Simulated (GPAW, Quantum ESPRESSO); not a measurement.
# C K ELNES/XANES of HfC (Fm-3m) from DFT, part 4 of 4

Aim: the C K edge of HfC (Fm-3m) by two routes, a Lanczos recursion (XSpectra) and a sum over empty bands (GPAW), to see which features are robust.

Quantum ESPRESSO 7.5 and GPAW 26.7.0; core-hole supercells, plane-wave PAW LDA.

So far. Step 10 (Ground state of the crystal (GPAW)): The mesh shows no gap, so the system is treated as a metal and the core electron is put at the Fermi level (neutral cell). Step 11 (Spectrum without a core hole, C atom 2 (GPAW)): Main maxima below 24 eV (height): 5.4 eV (1.33) and 12.5 eV (2.09). 

The database entry behind the starting cell differs from later determinations by our own check (about 0.2 % long), so it need not match the best structure at ambient conditions.

### 13. Spectrum with XCH, C atom 2 (GPAW)

Level of this step: X-ray absorption from dipole matrix elements to empty bands, plane-wave PAW LDA (GPAW).

The holes are 6.6 Å apart. The excited electron is kept in the cell, where it fills the lowest empty states and screens the hole. After the field has converged, empty bands are computed with the density fixed and the dipole matrix elements are summed.

The input, xas.py:

```python
import numpy as np
from ase import Atoms
from ase.parallel import parprint, paropen
from gpaw import GPAW, PW, FermiDirac, Mixer, MixerDif, setup_paths
from gpaw.test import gen
setup_paths.insert(0, '.')
gen('C', name='fch1s', xcname='LDA', corehole=(1, 0, 1), write_xml=True)
from gpaw.mpi import world
world.barrier()

atoms = Atoms('Hf8C8',
    cell=[[0, 4.65, 4.65],
     [4.65, 0, 4.65],
     [4.65, 4.65, 0]],
    scaled_positions=[[0.25, 0.25, 0.25],
     [0.25, 0.25, 0.75],
     [0.25, 0.75, 0.25],
     [0.75, 0.25, 0.25],
     [0.25, 0.75, 0.75],
     [0.75, 0.25, 0.75],
     [0.75, 0.75, 0.25],
     [0.75, 0.75, 0.75],
     [0, 0, 0],
     [0, 0, 0.5],
     [0, 0.5, 0],
     [0.5, 0, 0],
     [0, 0.5, 0.5],
     [0.5, 0, 0.5],
     [0.5, 0.5, 0],
     [0.5, 0.5, 0.5]],
    pbc=True)
atoms.calc = calc = GPAW(legacy_gpaw=True, mode=PW(500, force_complex_dtype=True), xc='LDA', setups={8: 'fch1s'},
    kpts={'size': (5, 5, 5), 'gamma': True}, occupations=FermiDirac(0.1),
    charge=-1, mixer=Mixer(0.1, 5, 50), maxiter=150,
    convergence={'density': 0.0001, 'eigenstates': 1e-6}, txt='scf.txt')
energy = atoms.get_potential_energy() + calc.get_reference_energy()
ef = calc.get_fermi_level()
out = dict(energy=energy, fermi=ef, forces=atoms.get_forces().tolist())
parprint(f'all-electron energy {energy:.4f} eV, Fermi level {ef:.4f} eV')
ev = np.array([[calc.get_eigenvalues(k, s) for k in range(len(calc.get_ibz_k_points()))] for s in range(calc.get_number_of_spins())])
out['homo'], out['lumo'], out['counts'] = ev[ev < ef].max(), ev[ev > ef].min(), sorted(set((ev < ef).sum((0, 2)).tolist()))
out['filled'] = (ev[:, 0] < ef).sum(1).tolist()

from ase.units import Ha
from gpaw.xas import dipole_matrix_elements
nb = int(calc.get_number_of_electrons() / 2) + 162
top, nb = nb, nb + 8 + nb // 12
nscf = calc.fixed_density(kpts={'size': (6, 6, 6), 'gamma': True}, nbands=nb,
    convergence={'bands': top, 'eigenstates': 5e-3}, maxiter=60, txt='nscf.txt')
cell = atoms.cell.array
ops = [cell.T @ U.T @ np.linalg.inv(cell.T) for U in nscf.wfs.kd.symmetry.op_scc]
E = np.arange(-6, 34, 0.1)
fwhm = np.interp(E, [4, 25], [0.9, 3.5])
Y, X, zero, highest = 0, 0, 1e9, 1e9
for spin in range(nscf.get_number_of_spins()):
    wfs = nscf.wfs
    mine = wfs.bd.get_slice()  # this rank's bands
    A = dipole_matrix_elements(wfs.setups[8])
    eps = np.zeros((wfs.kd.nibzkpts, nb))
    d = np.zeros((3, A.shape[1], wfs.kd.nibzkpts, nb), complex)
    for kpt in wfs.kpt_u:
        if kpt.s == spin and 8 in kpt.P_ani:
            eps[kpt.k, mine] = kpt.eps_n * Ha
            d[:, :, kpt.k, mine] = (kpt.weight * wfs.nspins / 2) ** 0.5 * np.inner(A, kpt.P_ani[8])
    world.sum(eps)
    world.sum(d)
    T = np.einsum('amkn,bmkn->abkn', d, d.conj()).real
    T = sum(np.einsum('ai,ijkn,bj->abkn', R, T, R) for R in ops) / len(ops)
    empty = eps > ef
    zero, highest = min(zero, eps[empty].min()), min(highest, eps[:, top - 1].min())
    lines = [(eps, T, empty)] if spin == 0 else lines + [(eps, T, empty)]
for eps, T, empty in lines:
    f = np.einsum('aakn->akn', T).reshape(3, -1)
    x = eps.ravel() - zero
    w = np.interp(x, E, fwhm) / 2.35482
    g = np.exp(-0.5 * ((E[:, None] - x) / w) ** 2) / (w * (2 * np.pi) ** 0.5)
    Y = Y + (f * empty.ravel()) @ g.T
    X = X + (f * ~empty.ravel()) @ g.T
out.update(E=E.round(2).tolist(), xas=Y.tolist(), xes=X.tolist(), zero=zero, valid=highest - zero, nk=len(eps), nb=nb)
for i in range(0, len(E), 10):
    parprint(f'{E[i]:7.2f}', *(f'{v:10.3e}' for v in Y[:, i]))
import json
with paropen('out.json', 'w') as f:
    json.dump(out, f)
```

On the command line:

```bash
OMP_NUM_THREADS=1 mpirun -n 4 gpaw python xas.py
```

Numbers of over 12 decimals in the logs are rounded to 6 here.

The log of the run:

```text
Input parameters:
  charge: -1
  convergence: {density: 0.0001,
                eigenstates: 1e-06}
  kpts: {gamma: True,
         size: (5, 5, 5)}
  maxiter: 150
  mixer: {backend: pulay,
          beta: 0.1,
          method: separate,
          nmaxold: 5,
          weight: 50}
  mode: {ecut: 500.0,
         force_complex_dtype: True,
         name: pw}
  occupations: {fixmagmom: False,
                name: fermi-dirac,
                width: 0.1}
  setups: {8: fch1s}

Initialize ...

[... PAW data sets ...]

Reference energy: -3284979.557209  # eV

Spin-paired calculation

[... convergence settings ...]
Symmetries present (total): 48
  [... symmetry matrices ...]

125 k-points: 5 x 5 x 5 Monkhorst-Pack grid
10 k-points in the irreducible part of the Brillouin zone
       k-points in crystal coordinates                weights
   0:     0.00000000    0.00000000    0.00000000          1/125
   1:     0.20000000    0.20000000    0.00000000          6/125
   2:     0.20000000    0.20000000    0.20000000          8/125
   3:     0.40000000    0.20000000   -0.20000000         24/125
   4:     0.40000000    0.20000000    0.20000000         12/125
   5:     0.40000000    0.40000000   -0.40000000         24/125
   6:     0.40000000    0.40000000   -0.20000000         12/125
   7:     0.40000000    0.40000000    0.00000000          6/125
   8:     0.40000000    0.40000000    0.20000000         24/125
   9:     0.40000000    0.40000000    0.40000000          8/125

Wave functions: Plane wave expansion
  Cutoff energy: 500.000 eV
  Number of coefficients (min, max): 5029, 5120
  Pulay-stress correction: 0.000000 eV/Ang^3 (de/decut=0.000000)
  Using FFTW library
  Wavefunction extrapolation:
    Improved wavefunction reuse through dual PAW basis

Occupation numbers: Fermi-Dirac:
  width: 0.1000  # eV

Eigensolver
   Davidson(niter=2)

Densities:
  Coarse grid: 35*35*35 grid
  Fine grid: 70*70*70 grid
  Total Charge: 0.000000

Density mixing:
  Method: separate
  Backend: pulay
  Linear mixing parameter: 0.1
  old densities: 5
  Width of damping distribution: 1.1
  Damping of long wavelength oscillations: 50

[... Hamiltonian set-up ...]
Number of atoms: 16
Number of atomic orbitals: 136
Number of bands in calculation: 82
Number of valence electrons: 129
Bands to converge: occupied

... initialized

Initializing position-dependent things.

Density initialized from atomic densities
Creating initial wave functions:
  82 bands from LCAO basis set

                             Hf
                      Hf
                       Hf

                Hf    C    Hf
              C     Hf

                C     Hf
         C    Hf    C

             C
              C
       C

Atomic positions and initial magnetic moments

Positions:
   0 Hf     2.325000    2.325000    2.325000    ( 0.0000,  0.0000,  0.0000)
   1 Hf     4.650000    4.650000    2.325000    ( 0.0000,  0.0000,  0.0000)
   2 Hf     4.650000    2.325000    4.650000    ( 0.0000,  0.0000,  0.0000)
   3 Hf     2.325000    4.650000    4.650000    ( 0.0000,  0.0000,  0.0000)
   4 Hf     6.975000    4.650000    4.650000    ( 0.0000,  0.0000,  0.0000)
   5 Hf     4.650000    6.975000    4.650000    ( 0.0000,  0.0000,  0.0000)
   6 Hf     4.650000    4.650000    6.975000    ( 0.0000,  0.0000,  0.0000)
[...]
13 C      2.325000    4.650000    2.325000    ( 0.0000,  0.0000,  0.0000)
  14 C      2.325000    2.325000    4.650000    ( 0.0000,  0.0000,  0.0000)
  15 C      4.650000    4.650000    4.650000    ( 0.0000,  0.0000,  0.0000)

Unit cell:
           periodic     x           y           z      points  spacing
  1. axis:    yes    0.000000    4.650000    4.650000    35     0.1534
  2. axis:    yes    4.650000    0.000000    4.650000    35     0.1534
  3. axis:    yes    4.650000    4.650000    0.000000    35     0.1534

  Lengths:   6.576093   6.576093   6.576093
  Angles:   60.000000  60.000000  60.000000

Effective grid spacing dv^(1/3) = 0.1674

iter:   1  -204.420811
iter:   2  -191.690684   -0.62  -0.86
iter:   3  -180.050641   +0.16  -0.97
iter:   4  -180.341029   -0.97  -1.42
iter:   5  -180.769262   -1.65  -1.44
iter:   6  -180.893878   -0.67  -1.50
iter:   7  -180.289384   -1.89  -1.83
iter:   8  -180.282809   -2.64  -2.31
iter:   9  -180.271712c  -3.50  -2.57
iter:  10  -180.268264c  -3.02  -2.74
iter:  11  -180.267381c  -4.32  -2.96
iter:  12  -180.266547c  -3.97  -3.07
iter:  13  -180.266384c  -4.54  -3.31
iter:  14  -180.266282c  -5.42  -3.59
iter:  15  -180.266289c  -5.88  -3.78
iter:  16  -180.266299c  -6.29c -3.84
iter:  17  -180.266294c  -6.22c -3.99
iter:  18  -180.266299c  -7.00c -4.42c

Converged after 18 iterations.

Dipole moment: (-0.000000, -0.000000, -0.000000) |e|*Ang

Energy contributions relative to reference atoms: (reference = -3284979.557209)

Kinetic:       +132.866446
Potential:     -147.470341
External:        +0.000000
XC:            -162.289850
Entropy (-ST):   -0.076219
Local:           -3.334445
SIC:             +0.000000
--------------------------
Free energy:   -180.304408
Extrapolated:  -180.266299

Showing only first 2 kpts
 Kpt  Band  Eigenvalues  Occupancy
  0    62     10.64944    1.86969
  0    63     10.64944    1.86969
  0    64     11.56196    0.00312
  0    65     11.56196    0.00312

  1    62     10.13803    1.99916
  1    63     10.74654    1.68913
  1    64     10.74655    1.68912
[...]
Fermi level: 10.91580

No gap
No difference between direct/indirect transitions

Forces in eV/Ang:
  0 Hf   -0.00000   -0.00000   -0.00000
  1 Hf   -0.00000    0.00000    0.27062
  2 Hf    0.00000    0.27062   -0.00000
  3 Hf    0.27062    0.00000   -0.00000
  4 Hf   -0.27062    0.00000    0.00000
  5 Hf    0.00000   -0.27062    0.00000
  6 Hf    0.00000    0.00000   -0.27062
[...]
13 C    -0.00000    0.00000   -0.00000
 14 C    -0.00000    0.00000    0.00000
 15 C     0.00000    0.00000    0.00000
Scalar-relativistic atomic LDA calculation for C (Carbon, Z=6)
Core hole in 1s state (1s occupation: 1.0)
300 radial gridpoints.
|------------------------------------------------|
|------------------------------------------------|
[... the atom generator's iteration count ...]

Energy contributions:
-------------------------
Kinetic:      +26.191319
XC:            -3.250568
Potential:    -49.301465
-------------------------
Total:        -26.360713

state      eigenvalue         ekin         rmax
-----------------------------------------------
1s^1.0 :   -12.242791    17.075241        0.169
2s^2.0 :    -1.088966     2.357774        1.067
2p^2.0 :    -0.788324     2.200265        0.916
-----------------------------------------------
(units: Bohr and Hartree)

Generating PAW setup
Kinetic energy of the core from tauc = 17.083225
Cutoffs:
rc(s)=1.200
rc(p)=1.200
rc(d)=1.200
rc(vbar)=1.080
rc(comp)=1.200
rc(nct)=1.200

Kinetic energy of the core states: 17.075241
Charge: 1.0
Core electrons: 1.0
Valence electrons: 4.0
Pseudo-core charge: 0.009839
Shape function alpha=6.944
Pseudo-electron charge 3.948111
state    eigenvalue         norm
--------------------------------
2s(2) :    -1.088966     1.079442
*s    :    -0.088966
2p(2) :    -0.788324     0.889693
*p    :     0.211676
*d    :     0.000000
--------------------------------

Diagonalizing with gridspacing h=0.050

state   all-electron     PAW
-------------------------------
2s:      -1.088966    -1.089850
2p:      -0.788324    -0.789871
*d:                   -0.068511
*f:                   -0.014334
-------------------------------
all-electron energy -3285159.8235 eV, Fermi level 10.9158 eV
[...]
31.00  1.589e-04  1.589e-04  1.589e-04
  32.00  1.058e-04  1.058e-04  1.058e-04
  33.00  8.316e-05  8.316e-05  8.316e-05
```

The job ended after 3.2 min (4 MPI ranks of Arm Neoverse V1, shared host; peak memory 0.51 GiB).

The C K spectrum, C atom 2, excited-electron core hole (neutral cell) (energy from the lowest empty level; intensity scaled to a mean of 1 over the first 20 eV):

```
E (eV)  intensity
 -2.00       0.00
 -1.25       0.00
 -0.50       0.07
  0.25       0.49
  1.00       0.70
  1.75       0.80
  2.50       1.09
  3.25       1.20
  4.00       1.43
  4.75       1.87
  5.50       1.29
  6.25       0.83
  7.00       0.87
  7.75       1.26
  8.50       1.62
  9.25       1.95
 10.00       2.21
 10.75       1.89
 11.50       1.47
 12.25       1.26
 13.00       0.93
 13.75       0.64
 14.50       0.54
 15.25       0.51
 16.00       0.49
 16.75       0.43
 17.50       0.31
 18.25       0.20
 19.00       0.17
 19.75       0.22
 20.50       0.29
 21.25       0.34
 22.00       0.38
 22.75       0.43
 23.50       0.51
 24.25       0.60
 25.00       0.67
 25.75       0.77
 26.50       0.93
 27.25       1.10
 28.00       1.23
 28.75       1.24
 29.50       1.11
 30.25       0.89
 31.00       0.66
 31.75       0.48
```

Main maxima below 24 eV (height): 4.8 eV (1.88) and 10.0 eV (2.21). 

The total-energy difference is 284.85 eV. With the free-atom term of -6.67 eV for this edge, the photon energy is 278.18 eV.

### 14. The two programs side by side

The line shapes differ (Lorentzian half width 0.4 eV up to 4 eV, rising linearly to 1.75 eV at 25 eV (not a setting of the program: the run's 0.4 eV curve was folded afterwards with a further Lorentzian above 4 eV), against Gaussian full width 0.9 eV up to 4 eV, rising linearly to 3.5 eV at 25 eV), so both get a further Gaussian of 1.5 eV full width before they are compared; the Lorentzian tails remain.

```
E (eV)  XSpectra  GPAW
 -2.00      0.08  0.00
 -1.25      0.12  0.03
 -0.50      0.25  0.17
  0.25      0.46  0.44
  1.00      0.67  0.67
  1.75      0.84  0.85
  2.50      1.02  1.04
  3.25      1.19  1.23
  4.00      1.38  1.46
  4.75      1.50  1.58
  5.50      1.39  1.31
  6.25      1.18  0.99
  7.00      1.13  0.99
  7.75      1.27  1.26
  8.50      1.47  1.61
  9.25      1.67  1.91
 10.00      1.79  2.03
 10.75      1.70  1.85
 11.50      1.45  1.53
 12.25      1.21  1.23
 13.00      0.98  0.94
 13.75      0.78  0.70
 14.50      0.65  0.57
 15.25      0.58  0.52
 16.00      0.52  0.48
 16.75      0.46  0.41
 17.50      0.39  0.32
 18.25      0.34  0.23
 19.00      0.34  0.20
 19.75      0.37  0.23
 20.50      0.40  0.29
 21.25      0.43  0.34
 22.00      0.46  0.38
 22.75      0.52  0.44
 23.50      0.60  0.51
 24.25      0.67  0.59
 25.00      0.74  0.68
 25.75      0.83  0.79
 26.50      0.91  0.93
 27.25      0.94  1.09
 28.00      0.91  1.19
 28.75      0.83  1.19
 29.50      0.72  1.08
 30.25      0.61  0.89
 31.00      0.53  0.68
 31.75      0.46  0.51
```

```
                                                                           XSpectra        GPAW
                                                k mesh of the spectrum        6×6×6       6×6×6
                                                           cutoff (eV)          626         500
highest intensity below 16 eV after the common broadening, eV (height)  10.2 (1.79)  9.9 (2.04)
                                    zero, corrected photon energy (eV)        278.1       278.2
                                    core time, hole field and spectrum       25 min      13 min
```

### 15. What the core hole does

XSpectra's curves. Both curves are counted from their own zero, so only the shift of weight within the empty states shows.

```
E (eV)  no hole   XCH
  -2.0     0.05  0.05
  -1.0     0.09  0.10
   0.0     0.35  0.35
   1.0     0.55  0.66
   2.0     0.62  0.81
   3.0     0.71  1.10
   4.0     0.86  1.26
   5.0     1.06  1.71
   6.0     1.15  1.12
   7.0     0.80  0.95
   8.0     0.97  1.29
   9.0     1.07  1.59
  10.0     1.22  2.29
  11.0     1.95  1.77
  12.0     1.89  1.49
  13.0     2.23  0.95
  14.0     1.42  0.69
  15.0     0.89  0.52
  16.0     0.76  0.60
  17.0     0.85  0.43
  18.0     0.34  0.17
  19.0     0.20  0.19
  20.0     0.36  0.40
  21.0     0.48  0.38
  22.0     0.29  0.30
  23.0     0.29  0.51
  24.0     0.72  0.77
  25.0     0.44  0.59
  26.0     0.68  1.30
  27.0     1.05  1.39
  28.0     1.62  1.42
  29.0     1.73  0.93
  30.0     1.17  0.60
  31.0     0.68  0.41
  32.0     0.57  0.37
```

With each curve scaled to its own mean, the area from −2 to 6 eV with the hole is 6.6 against 4.9, and the centre of weight from −1 to 20 eV moves by -1.4 eV: the hole pulls the absorber's empty states down.

### 16. What came out

```json
{
 "absorber and edge": "C K, atom 2 of the ground-state input (counted from 1)",
 "surroundings": "6 Hf at 2.33 Å (octahedral, site symmetry m-3m)",
 "highest intensity below 16 eV (XSpectra, narrow line)": "10.4 eV above the zero, height 2.43",
 "photon energy of the zero, with the added terms": "278.1 eV (raw 284.8 eV; LDA puts this hole about 3 eV below PBE, itself good to a few eV)"
}
```

**Reading.** The two programs agree closely: 9 % r.m.s. remains over the first 14 eV after a relative shift of 0.0 eV, and their photon-energy zeros differ by 0.0 eV. In XSpectra the C K edge of atom 2, with 6 Hf at 2.33 Å (octahedral, site symmetry m-3m), has its highest intensity of the first 16 eV at 10.4 eV above the zero, near 289 eV in photon energy (LDA puts this hole about 3 eV below PBE, itself good to a few eV), 2.4 times the mean level of the first 20 eV (Lorentzian half width 0.4 eV). In XSpectra: With each curve scaled to its own mean, the area from −2 to 6 eV with the hole is 6.6 against 4.9, and the centre of weight from −1 to 20 eV moves by -1.4 eV: the hole pulls the absorber's empty states down. In GPAW: With each curve scaled to its own mean, the area from −2 to 6 eV with the hole is 6.8 against 5.0, and the centre of weight from −1 to 20 eV moves by -1.4 eV: the hole pulls the absorber's empty states down. 3 further runs of this session are left out of this account as redundant. Lifetime broadening is put in by hand, and intensities beyond about 20 eV depend on it and on the partial waves; weight that the partial waves miss at high energy is lost. The structure is a published determination, not relaxed.

[Banner, clock and machine lines of the logs are left out without a mark of their own.]

[Logs are printed without paths, hosts, clocks, repeated set-up lines and the standing remarks that a program may print on its own settings, such as how far it seeks lower states.]

[Hosts, paths, dates, database ids (printed as entryN), source tags and the programs' standing remarks are cut or masked in the printed files.]

[Lists of maxima count a maximum above −3 eV only where it reaches 4 % of the highest in the window and stands out from its surroundings by 2 % of it (1.5 % where it reaches 55 %); shoulders and weaker maxima are passed over, and of the rest the first, up to two pre-edge ones and the few strongest are named.]
